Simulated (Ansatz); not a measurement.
# Na on Fe(100): change of the work function

Wanted: Δφ(θ) for Na/Fe(100), starting from the hollow site.

Calculated with Ansatz 0.2.0; plane-wave DFT, PBE, Ansatz PAW.

**1. Set-up**

The cell holds 5 atoms: 5 Fe. Its edges and angles: a = 2.870 Å, b = 2.870 Å, c = 23.740 Å, α = 90.0°, β = 90.0°, γ = 90.0°. Vacuum lies along c.

**2. The clean slab**

The bare slab comes first, as the zero from which every change is counted. The two lowest layers are held at bulk places and the upper ones relax. The dipole correction removes the false field that a one-sided slab makes across the periodic vacuum, so each face gets a flat vacuum level of its own.

Input file input.yaml:

```yaml
crystal:
  lattice:
    - [2.87, 0.0, 0.0]
    - [0.0, 2.87, 0.0]
    - [0.0, 0.0, 23.74]
  atoms:
    - { symbol: Fe, position: [0.0, 0.0, 0.3791069924], spin: 2.5 }
    - { symbol: Fe, position: [0.5, 0.5, 0.4395534962], spin: 2.5 }
    - { symbol: Fe, position: [0.0, 0.0, 0.5], spin: 2.5 }
    - { symbol: Fe, position: [0.5, 0.5, 0.5604465038], spin: 2.5 }
    - { symbol: Fe, position: [0.0, 0.0, 0.6208930076], spin: 2.5 }
magnetization:
  spin_polarized: true
kpoints:
  mp_grid: { grid: [10, 10, 1] }
hamiltonian:
  xc: pbe
scf:
  occupations: { method: fermi_dirac, width: 0.1 }
  convergence: { dr2_threshold: 1.0e-08 }
efield:
  axis: 3
  dipole_correction: true
  ramp_position: 0.97
  ramp_width: 0.06
relax:
  f_tol: 0.02
  max_steps: 60
  constraints: [{ sites: [0, 1] }]
output:
  write_potential: true
  write_density: true
  volumetric_format: npy
```

Launch:

```sh
$ ansatz run input.yaml --threads 4 --pin off --max-ram 12288MiB --backend cpu --events-out ev --progress --plain --runs-dir out
```

Numbers of over 12 decimals in the logs are rounded to 6 here.

The program printed:

```text
Engine: ansatz 0.2.0, aarch64-unknown-linux-gnu
Pseudopotentials: kind: paw
Pseudopotential: Fe, paw, valence charge 16, recommended cutoff 420 eV (normal), Fe.paw.azcp
Functional definition: PBE
  parameter kappa = 0.804
  parameter beta = 0.066725
  exchange = pbe_x(kappa = kappa, mu = beta*pi^2/3)
  correlation = pbe_c(beta = beta)
Crystal: 5 atoms, lattice volume = 195.544 Å³
Basis set: ecut = 420 eV, 3827 PW (Γ), exchange–correlation on 40×40×320 points (8 copies of the dense FFT grid, shifted against one another)
Bands: 56, of which v1, the nominal top of the filled ones, is band 40 counted from 1 (39 counted from 0)
Symmetry: 8 space group operations
k-points: 21 of 100
Non-local potential: Fe, projectors of the file, l = 0: 3, l = 1: 2, l = 2: 3, l = 3: 1
PAW form: soft (Blöchl's): semilocal exchange-correlation on the pseudo side does not see the compensation charge
PAW one-centre angular grid: Fe, 590 points (default); XC on 64 Gauss nodes
Initial density: superposition of atomic densities (neutral atoms: chi_scale 0, normalization atom)
Starting moments: Σ|m| = 12.5 μB on 5 of 5 sites
Initial wavefunctions: pseudopotential atomic-orbital guess
Functional: x = pbe(κ = 0.804, μ = 0.219515), c = pbe(β = 0.066725)
SCF iter   1: F=—  HF=-22399.003503 eV  |F-HF|=—  |Δ(HF+E_count)|=         —  Δρ=4.37e-2 (↑1.80e-2 ↓4.37e-2)  dr2=1.35e1  dr2_m=1.15e0  M=12.634 μB ∫|m|=12.767 μB  β_m=1.00  ethr=3.10e-3  p=0.000 e·Å  D=1.02e-13 V/Å  ΔV_dip=-0.00 eV  dr2_dipole=4.20e-8  V_vac-E_F(+/−)=7.33/7.33 eV  ⟨swp⟩=10.5  Hψ=12217  notcnv=0  defer=27
Mixer restart at iter 1: flushing history
efield: sawtooth ramp at fractional position 0.9700 (set: `efield.ramp_position`, or a place that a band, a saddle search or an elastic batch's reference lends), width 0.0600; the density the first Hamiltonian is built on has a dipole p = 0.000 e·Å; the dipole correction subtracts the counter field D = 1.02e-13 V/Å, which shifts the + side's vacuum level by -0.00 eV against the − side's; the planar-averaged density in the ramp window peaks in size at 5.2e-7 e/Å³
preconditioner: auto → LDOS  [metal: Δε(μ)=0.007 eV  Ē_g=6.349 eV  σ=0.100 eV  W_gap=0.02  n_scr=44 (ndim 8)  ℏωp=16.8 eV  f_vac=0.612  D(μ)=7.07/eV (n_scr^D=62)]
spin=Collinear: LDOS preconditioning applied to the charge; magnetization (m = ρ↑ − ρ↓) channel mixes plain (no charge-response kernel on spin).
SCF iter   2: F=—  HF=-22397.245950 eV  |F-HF|=—  |Δ(HF+E_count)|=    1.76e0  Δρ=1.34e-2 (↑1.34e-2 ↓1.11e-2)  dr2=2.59e0  dr2_m=1.32e-1  M=12.888 μB ∫|m|=13.263 μB  β_m=0.36  ethr=3.10e-3  p=-0.000 e·Å  D=-2.88e-6 V/Å  ΔV_dip=0.00 eV  dr2_dipole=3.54e-10  V_vac-E_F(+/−)=5.73/5.73 eV  ⟨swp⟩=3.1  Hψ=4350  notcnv=0  defer=109
density mixer auto → msr1: a metal under ldos (density of states about μ 2.82 of a free-electron gas's, 44 screened modes)
SCF iter   3: F=—  HF=-22398.654338 eV  |F-HF|=—  |Δ(HF+E_count)|=    1.41e0  Δρ=6.93e-3 (↑6.93e-3 ↓4.42e-3)  dr2=2.25e-1  dr2_m=2.80e-2  M=12.936 μB ∫|m|=13.432 μB  β_m=0.46  ethr=3.10e-3  p=-0.000 e·Å  D=-2.69e-6 V/Å  ΔV_dip=0.00 eV  dr2_dipole=1.02e-10  V_vac-E_F(+/−)=4.59/4.59 eV  ⟨swp⟩=2.8  Hψ=3467  notcnv=0  defer=109
SCF iter   4: F=—  HF=-22399.651566 eV  |F-HF|=—  |Δ(HF+E_count)|=         —  Δρ=7.29e-3 (↑7.29e-3 ↓5.75e-3)  dr2=4.31e-2  dr2_m=6.48e-2  M=13.322 μB ∫|m|=13.873 μB  β_m=0.46  ethr=2.81e-4  p=-0.000 e·Å  D=-2.74e-6 V/Å  ΔV_dip=0.00 eV  dr2_dipole=8.19e-10  V_vac-E_F(+/−)=3.98/3.98 eV  ⟨swp⟩=3.2  Hψ=4234  notcnv=0  defer=104
SCF iter   5: F=—  HF=-22399.843925 eV  |F-HF|=—  |Δ(HF+E_count)|=   1.92e-1  Δρ=3.26e-3 (↑3.26e-3 ↓2.72e-3)  dr2=1.19e-2  dr2_m=1.36e-2  M=13.297 μB ∫|m|=13.869 μB  β_m=0.64  ethr=5.39e-5  p=0.000 e·Å  D=1.58e-7 V/Å  ΔV_dip=-0.00 eV  dr2_dipole=1.92e-10  V_vac-E_F(+/−)=3.79/3.79 eV  ⟨swp⟩=2.6  Hψ=4896  notcnv=0  defer=103
SCF iter   6: F=—  HF=-22399.878917 eV  |F-HF|=—  |Δ(HF+E_count)|=   3.50e-2  Δρ=2.03e-3 (↑2.03e-3 ↓1.44e-3)  dr2=5.84e-3  dr2_m=3.98e-3  M=13.344 μB ∫|m|=13.919 μB  β_m=0.73  ethr=1.49e-5  p=0.000 e·Å  D=4.60e-7 V/Å  ΔV_dip=-0.00 eV  dr2_dipole=5.46e-12  V_vac-E_F(+/−)=3.83/3.83 eV  ⟨swp⟩=2.6  Hψ=4731  notcnv=0  defer=105
SCF iter   7: F=—  HF=-22399.879975 eV  |F-HF|=—  |Δ(HF+E_count)|=   1.06e-3  Δρ=5.22e-4 (↑5.22e-4 ↓3.80e-4)  dr2=5.49e-4  dr2_m=1.84e-4  M=13.333 μB ∫|m|=13.913 μB  β_m=0.76  ethr=7.30e-6  p=0.000 e·Å  D=4.57e-7 V/Å  ΔV_dip=-0.00 eV  dr2_dipole=3.33e-14  V_vac-E_F(+/−)=3.82/3.82 eV  ⟨swp⟩=2.1  Hψ=4009  notcnv=0  defer=105
SCF iter   8: F=—  HF=-22399.880296 eV  |F-HF|=—  |Δ(HF+E_count)|=   3.21e-4  Δρ=2.47e-4 (↑2.47e-4 ↓2.37e-4)  dr2=2.20e-4  dr2_m=3.22e-5  M=13.336 μB ∫|m|=13.918 μB  β_m=0.72  ethr=6.87e-7  p=0.000 e·Å  D=2.62e-7 V/Å  ΔV_dip=-0.00 eV  dr2_dipole=1.33e-11  V_vac-E_F(+/−)=3.83/3.83 eV  ⟨swp⟩=3.4  Hψ=4943  notcnv=0  defer=106
SCF iter   9: F=—  HF=-22399.880313 eV  |F-HF|=—  |Δ(HF+E_count)|=   1.73e-5  Δρ=9.58e-5 (↑8.22e-5 ↓9.58e-5)  dr2=2.78e-5  dr2_m=8.75e-6  M=13.339 μB ∫|m|=13.921 μB  β_m=0.86  ethr=2.75e-7  p=0.000 e·Å  D=8.24e-8 V/Å  ΔV_dip=-0.00 eV  dr2_dipole=1.96e-11  V_vac-E_F(+/−)=3.83/3.83 eV  ⟨swp⟩=2.1  Hψ=3752  notcnv=0  defer=110
SCF iter  10: F=—  HF=-22399.880329 eV  |F-HF|=—  |Δ(HF+E_count)|=   1.57e-5  Δρ=6.14e-5 (↑6.14e-5 ↓2.52e-5)  dr2=1.06e-5  dr2_m=1.01e-6  M=13.340 μB ∫|m|=13.922 μB  β_m=0.75  ethr=3.47e-8  p=0.000 e·Å  D=9.23e-8 V/Å  ΔV_dip=-0.00 eV  dr2_dipole=3.20e-11  V_vac-E_F(+/−)=3.83/3.83 eV  ⟨swp⟩=2.1  Hψ=4072  notcnv=0  defer=110
SCF iter  11: F=—  HF=-22399.880327 eV  |F-HF|=—  |Δ(HF+E_count)|=   2.05e-6  Δρ=3.46e-5 (↑3.46e-5 ↓2.11e-5)  dr2=3.10e-6  dr2_m=4.92e-7  M=13.340 μB ∫|m|=13.922 μB  β_m=0.69  ethr=1.32e-8  p=-0.000 e·Å  D=-5.77e-9 V/Å  ΔV_dip=0.00 eV  dr2_dipole=6.91e-12  V_vac-E_F(+/−)=3.83/3.83 eV  ⟨swp⟩=2.4  Hψ=3919  notcnv=0  defer=110
SCF iter  12: F=—  HF=-22399.880327 eV  |F-HF|=—  |Δ(HF+E_count)|=   2.25e-7  Δρ=4.89e-6 (↑4.75e-6 ↓4.89e-6)  dr2=6.17e-8  dr2_m=2.70e-8  M=13.340 μB ∫|m|=13.922 μB  β_m=0.84  ethr=3.87e-9  p=0.000 e·Å  D=3.88e-8 V/Å  ΔV_dip=-0.00 eV  dr2_dipole=3.63e-12  V_vac-E_F(+/−)=3.84/3.84 eV  ⟨swp⟩=2.8  Hψ=3784  notcnv=0  defer=108
SCF iter  13: F=—  HF=-22399.880327 eV  |F-HF|=—  |Δ(HF+E_count)|=   9.23e-8  Δρ=1.66e-6 (↑1.66e-6 ↓1.08e-6)  dr2=9.88e-9  dr2_m=1.96e-9  M=13.340 μB ∫|m|=13.922 μB  β_m=0.87  ethr=7.72e-11  p=-0.000 e·Å  D=-4.16e-8 V/Å  ΔV_dip=0.00 eV  dr2_dipole=3.81e-12  V_vac-E_F(+/−)=3.84/3.84 eV  ⟨swp⟩=3.0  Hψ=4409  notcnv=0  defer=108
[...]
spin=Collinear: LDOS preconditioning applied to the charge; magnetization (m = ρ↑ − ρ↓) channel mixes plain (no charge-response kernel on spin).
SCF iter   2: F=—  HF=-22399.901306 eV  |F-HF|=—  |Δ(HF+E_count)|=   5.65e-3  Δρ=7.65e-4 (↑7.18e-4 ↓7.65e-4)  dr2=5.65e-3  dr2_m=1.54e-4  M=13.227 μB ∫|m|=13.785 μB  β_m=0.32  ethr=2.71e-5  p=0.001 e·Å  D=5.24e-4 V/Å  ΔV_dip=-0.01 eV  dr2_dipole=6.35e-4  V_vac-E_F(+/−)=3.82/3.83 eV  ⟨swp⟩=2.0  Hψ=3723  notcnv=0  defer=107
density mixer auto → msr1: a metal under ldos (density of states about μ 2.50 of a free-electron gas's, 44 screened modes)
SCF iter   3: F=—  HF=-22399.900967 eV  |F-HF|=—  |Δ(HF+E_count)|=   3.39e-4  Δρ=7.20e-4 (↑7.20e-4 ↓3.88e-4)  dr2=1.64e-3  dr2_m=3.29e-4  M=13.224 μB ∫|m|=13.780 μB  β_m=0.59  ethr=7.06e-6  p=0.001 e·Å  D=5.33e-4 V/Å  ΔV_dip=-0.01 eV  dr2_dipole=2.23e-4  V_vac-E_F(+/−)=3.82/3.83 eV  ⟨swp⟩=1.4  Hψ=2453  notcnv=0  defer=108
SCF iter   4: F=—  HF=-22399.901537 eV  |F-HF|=—  |Δ(HF+E_count)|=   5.70e-4  Δρ=3.39e-4 (↑3.39e-4 ↓1.78e-4)  dr2=2.35e-4  dr2_m=1.05e-4  M=13.220 μB ∫|m|=13.775 μB  β_m=0.69  ethr=2.05e-6  p=-0.000 e·Å  D=-7.02e-5 V/Å  ΔV_dip=0.00 eV  dr2_dipole=7.90e-5  V_vac-E_F(+/−)=3.83/3.83 eV  ⟨swp⟩=2.0  Hψ=3512  notcnv=0  defer=108
SCF iter   5: F=—  HF=-22399.901521 eV  |F-HF|=—  |Δ(HF+E_count)|=   1.63e-5  Δρ=1.20e-4 (↑8.78e-5 ↓1.20e-4)  dr2=3.60e-5  dr2_m=8.21e-6  M=13.220 μB ∫|m|=13.776 μB  β_m=0.72  ethr=2.94e-7  p=-0.001 e·Å  D=-6.31e-4 V/Å  ΔV_dip=0.01 eV  dr2_dipole=3.01e-7  V_vac-E_F(+/−)=3.85/3.83 eV  ⟨swp⟩=2.5  Hψ=4012  notcnv=0  defer=108
SCF iter   6: F=—  HF=-22399.901529 eV  |F-HF|=—  |Δ(HF+E_count)|=   8.21e-6  Δρ=1.37e-4 (↑1.37e-4 ↓4.35e-5)  dr2=3.25e-5  dr2_m=8.16e-6  M=13.219 μB ∫|m|=13.774 μB  β_m=0.62  ethr=4.50e-8  p=-0.001 e·Å  D=-8.22e-4 V/Å  ΔV_dip=0.02 eV  dr2_dipole=1.75e-6  V_vac-E_F(+/−)=3.85/3.83 eV  ⟨swp⟩=2.6  Hψ=4456  notcnv=0  defer=107
SCF iter   7: F=—  HF=-22399.901519 eV  |F-HF|=—  |Δ(HF+E_count)|=   1.03e-5  Δρ=2.52e-5 (↑2.52e-5 ↓1.43e-5)  dr2=9.01e-7  dr2_m=5.91e-7  M=13.220 μB ∫|m|=13.774 μB  β_m=0.75  ethr=4.06e-8  p=-0.001 e·Å  D=-9.66e-4 V/Å  ΔV_dip=0.02 eV  dr2_dipole=1.26e-7  V_vac-E_F(+/−)=3.85/3.83 eV  ⟨swp⟩=2.4  Hψ=3818  notcnv=0  defer=107
SCF iter   8: F=—  HF=-22399.901519 eV  |F-HF|=—  |Δ(HF+E_count)|=   3.88e-7  Δρ=1.53e-5 (↑1.53e-5 ↓1.23e-5)  dr2=8.67e-7  dr2_m=1.17e-7  M=13.220 μB ∫|m|=13.774 μB  β_m=0.63  ethr=1.13e-9  p=-0.001 e·Å  D=-1.03e-3 V/Å  ΔV_dip=0.02 eV  dr2_dipole=2.45e-8  V_vac-E_F(+/−)=3.86/3.83 eV  ⟨swp⟩=2.6  Hψ=4448  notcnv=0  defer=107
SCF iter   9: F=—  HF=-22399.901519 eV  |F-HF|=—  |Δ(HF+E_count)|=   8.38e-8  Δρ=4.37e-6 (↑2.92e-6 ↓4.37e-6)  dr2=6.66e-8  dr2_m=1.32e-8  M=13.220 μB ∫|m|=13.774 μB  β_m=0.62  ethr=1.08e-9  p=-0.001 e·Å  D=-1.05e-3 V/Å  ΔV_dip=0.02 eV  dr2_dipole=5.86e-9  V_vac-E_F(+/−)=3.86/3.83 eV  ⟨swp⟩=2.2  Hψ=3660  notcnv=0  defer=107
SCF iter  10: F=—  HF=-22399.901519 eV  |F-HF|=—  |Δ(HF+E_count)|=   1.79e-8  Δρ=3.84e-6 (↑3.84e-6 ↓1.51e-6)  dr2=3.15e-8  dr2_m=3.97e-9  M=13.220 μB ∫|m|=13.774 μB  β_m=0.51  ethr=8.32e-11  p=-0.001 e·Å  D=-1.05e-3 V/Å  ΔV_dip=0.02 eV  dr2_dipole=2.77e-10  V_vac-E_F(+/−)=3.86/3.83 eV  ⟨swp⟩=2.7  Hψ=4182  notcnv=0  defer=107
SCF iter  11: F=—  HF=-22399.901519 eV  |F-HF|=—  |Δ(HF+E_count)|=   7.20e-9  Δρ=7.34e-7 (↑7.34e-7 ↓6.39e-7)  dr2=1.19e-9  dr2_m=3.53e-10  M=13.220 μB ∫|m|=13.774 μB  β_m=0.50  ethr=3.93e-11  p=-0.001 e·Å  D=-1.06e-3 V/Å  ΔV_dip=0.03 eV  dr2_dipole=1.50e-12  V_vac-E_F(+/−)=3.86/3.83 eV  ⟨swp⟩=2.6  Hψ=3973  notcnv=0  defer=107
SCF iter  12: F=-22399.901519 eV  HF=-22399.901519 eV  |F-HF|=2.99e-9  |Δ(HF+E_count)|=   6.75e-9  Δρ=1.27e-6 (↑3.93e-7 ↓1.27e-6)  dr2=7.26e-9  dr2_m=5.34e-10  M=13.220 μB ∫|m|=13.774 μB  ethr=1.49e-12  p=-0.001 e·Å  D=-1.05e-3 V/Å  ΔV_dip=0.03 eV  dr2_dipole=5.10e-10  V_vac-E_F(+/−)=3.86/3.83 eV  ⟨swp⟩=5.6  Hψ=12911  notcnv=0
SCF 3 converged in 12 iterations: F = -22399.901519 eV  dr2 = 7.26e-9
relax step   3: F+E_penalty+E_count = -22399.90151905 eV  Δ(F+E_penalty+E_count) = -6.180e-3 eV  max|allowed force component| = 1.748e-2 eV/Å  Δτ_max = 0.0544 Å  (12 SCF iters, accepted)
NSCF: frozen V_eff on 21 k-points
the band table was solved once a step of the walk had ended and its energy, with any forces and stress, was formed, with the checks that follow a solve (13246 applications of the Hamiltonian). They found nothing against the state; the energy, forces and stress were not computed again (output.eigenvalues in the input reference)
WARN: The output density's exchange-correlation potential varies sharply where the density is thin. Do not read a vacuum level from v_tot or v_xc, or from such a field of the output density. On a cell that repeats whose density bears no net charge and no dipole along the vacuum's axis use v_es (v_loc + v_h of the components); under efield.dipole_correction with no amplitude use v_es + v_field, which holds any externa [...]
SCF converged after 12 iterations
Magnetization: 13.2196 μB (46.6098 up, 33.3902 down)
Absolute magnetization: 13.7748 μB (∫|ρ↑−ρ↓|, with the PAW one-centre terms)
Spin contamination: 0.2269 ħ² per cell (⟨S²⟩ above its minimum at these occupations)
Per-site moments (μB) at R_I (Å): [(2.971256, 1.025266), (2.378410, 1.021198), (2.502540, 1.021198), (2.306174, 1.004049), (2.917643, 1.004049)]
Free energy (F): -22399.901519 eV
Harris-Foulkes:  -22399.901519 eV  (|F-HF|=2.99e-9)
Internal energy: -22399.717438 eV  (E = F + TS)
E sigma→0 (E₀):  -22399.809479 eV
Entropy (-TS):   -0.184081 eV (-36.816 meV/atom)
Fermi energy:    2.830636 eV
Dipole field:    D = -0.001086 V/Å  (p = -0.001173 e·Å, saw-weighted, corrected)
Work function:   Φ+ = 3.8562 eV   Φ− = 3.8304 eV
Levels:          The Fermi level and band energies are counted from a zero that moves with the ramp; work functions are not
--- Per-component energies (eV) ---
  E_band       = -2318.881931
  E_kinetic    = 1740.074507
  E_local      = -149140.443791  (includes V_loc(G=0)·N_el)
  E_nonlocal   = 1108.494206
  E_hartree    = 73116.063402
  E_xc         = -582.133596
  E_vxc        = -749.021399  (∫ρ·V_xc dr)
  E_paw        = -6841.218724  (= ΣΔE_a)
  E_vpaw       = -1510.109344  (= ΣTr[D̂ρ^β])
  E_aug_tail   = 0.004031  (compensation charges beyond the density's cutoff)
  E_efield     = 0.000001  (sawtooth field / dipole correction)
  E_vefield    = -0.002345  (∫n·V_field dr)
  E_ewald      = 58199.442526
  E_smearing   = -0.184081  (= −TS)
  E_closure    = -0.000000  (closes the sum)
  Σ components = -22399.901519   (vs F -22399.901519, Δ=0.00e0)
--- Forces (eV/Å), atoms counted from 1 ---
  atom   1  Fe     0.00000000     0.00000000     0.44641193
  atom   2  Fe     0.00000000     0.00000000    -0.44525862
  atom   3  Fe     0.00000000     0.00000000    -0.00422702
  atom   4  Fe     0.00000000     0.00000000    -0.01439275
  atom   5  Fe     0.00000000     0.00000000     0.01747691
  max |Σ_I F_I| component: 1.05e-5 eV/Å
--- Band table (eV; the first three rows and the last of 42) ---
  k-point 0 ↑: bands = [... 36 lower, 0.7054, 0.8088, 0.9244, 1.2657, 1.4139, 1.4694, 1.4694, 1.8781, ... 12 higher]
  k-point 1 ↑: bands = [... 36 lower, 0.9404, 0.9430, 0.9953, 1.1268, 1.4384, 1.4458, 1.7296, 1.8519, ... 12 higher]
  k-point 2 ↑: bands = [... 36 lower, 1.0355, 1.0810, 1.1540, 1.3622, 1.4440, 1.4691, 1.8594, 1.8829, ... 12 higher]
  k-point 20 ↓: bands = [... 36 lower, 4.1769, 4.5081, 4.6201, 4.6580, 4.6787, 4.7452, 4.7685, 4.8144, ... 12 higher]
--- Relaxed structure (3 steps of the walk, 3 accepted, 0 SCFs on fresh bases) ---
  F+E_penalty+E_count = -22399.90151905 eV   max|allowed force component| = 1.748e-2 eV/Å
  atoms:
    - { symbol: Fe, position: [0.0, 0.0, 0.3791069924] }
    - { symbol: Fe, position: [0.5, 0.5, 0.4395534962] }
    - { symbol: Fe, position: [0, 0.0, 0.499278] }
    - { symbol: Fe, position: [0.5, 0.5, 0.559881] }
    - { symbol: Fe, position: [0, 0.0, 0.616492] }
```

Wall time 54 s (4 threads of Arm Neoverse V1, shared host); peak memory 0.73 GiB; 3.5 min of CPU time.

Relaxation path:

```tsv
step	energy less that of the first step (eV)	largest force component (eV/Å)
1	0.0000	0.4526
2	-0.0150	0.2499
3	-0.0212	0.0175
```

The run keeps the 8 symmetry operations that it works with, so distortions that break them were not tested.

The atoms that moved most (Å):

```tsv
atom	dx	dy	dz	length
Fe5	0.000	0.000	-0.104	0.104
Fe3	0.000	0.000	-0.017	0.017
Fe4	0.000	0.000	-0.013	0.013
```

The relaxed structure:

```xyz
5
Lattice="2.8700 0.0000 0.0000 0.0000 2.8700 0.0000 0.0000 0.0000 23.7400" Properties=species:S:1:pos:R:3
Fe    0.0000    0.0000    9.0000
Fe    1.4350    1.4350   10.4350
Fe    0.0000    0.0000   11.8529
Fe    1.4350    1.4350   13.2916
Fe    0.0000    0.0000   14.6355
```

Numbers from this step:

| Item | Value |
| --- | --- |
| energy at zero smearing | -22399.8095 eV |
| total moment | 13.22 μB |
| site moments | 2.971, 2.378, 2.503, 2.306, 2.918 μB |
| work function, upper face | 3.856 eV |
| work function, lower face | 3.830 eV |
| dipole along the normal | -0.001173 e·Å |
| step between the vacuum levels | 0.02578 eV |

Running mean over 1.435 Å of the planar mean; the ramp of the sawtooth is left out. Table of electron's electrostatic potential energy less the Fermi level by z:

```tsv
z (Å)	electron's electrostatic potential energy less the Fermi level (eV)
3.0	3.83
3.5	3.83
4.0	3.83
4.5	3.83
5.0	3.83
5.5	3.82
6.0	3.79
6.5	3.70
7.0	3.41
7.5	2.41
8.0	-0.871
8.5	-5.84
9.0	-9.01
9.5	-9.59
10.0	-9.60
10.5	-9.62
11.0	-9.71
11.5	-9.67
12.0	-9.56
12.5	-9.52
13.0	-9.63
13.5	-10.2
14.0	-10.5
14.5	-9.82
15.0	-7.06
15.5	-2.15
16.0	1.87
16.5	3.28
17.0	3.68
17.5	3.80
18.0	3.84
18.5	3.85
19.0	3.85
19.5	3.86
20.0	3.86
20.5	3.86
```

Site moment by atom:

```tsv
atom	site moment (μB)
Fe1	2.97
Fe2	2.38
Fe3	2.50
Fe4	2.31
Fe5	2.92
```

The relaxation took 3 steps and lowered the energy by 0.021 eV; the largest force on the free atoms ends at 0.017 eV/Å.

The work function of the upper face is 3.86 eV.

(Continued in part 2 of 6.)

[Logs are printed without paths, hosts, clocks, repeated set-up lines and the standing remarks that a program may print on its own settings, such as how far it seeks lower states.]

[Hosts, paths, dates, database ids (printed as entryN), source tags and the programs' standing remarks are cut or masked in the printed files.]

[Maps of the electrostatic potential energy from Ansatz leave out the sawtooth potential of an applied field or a dipole correction, so their vacuum need not be flat; planar profiles and work functions include it.]
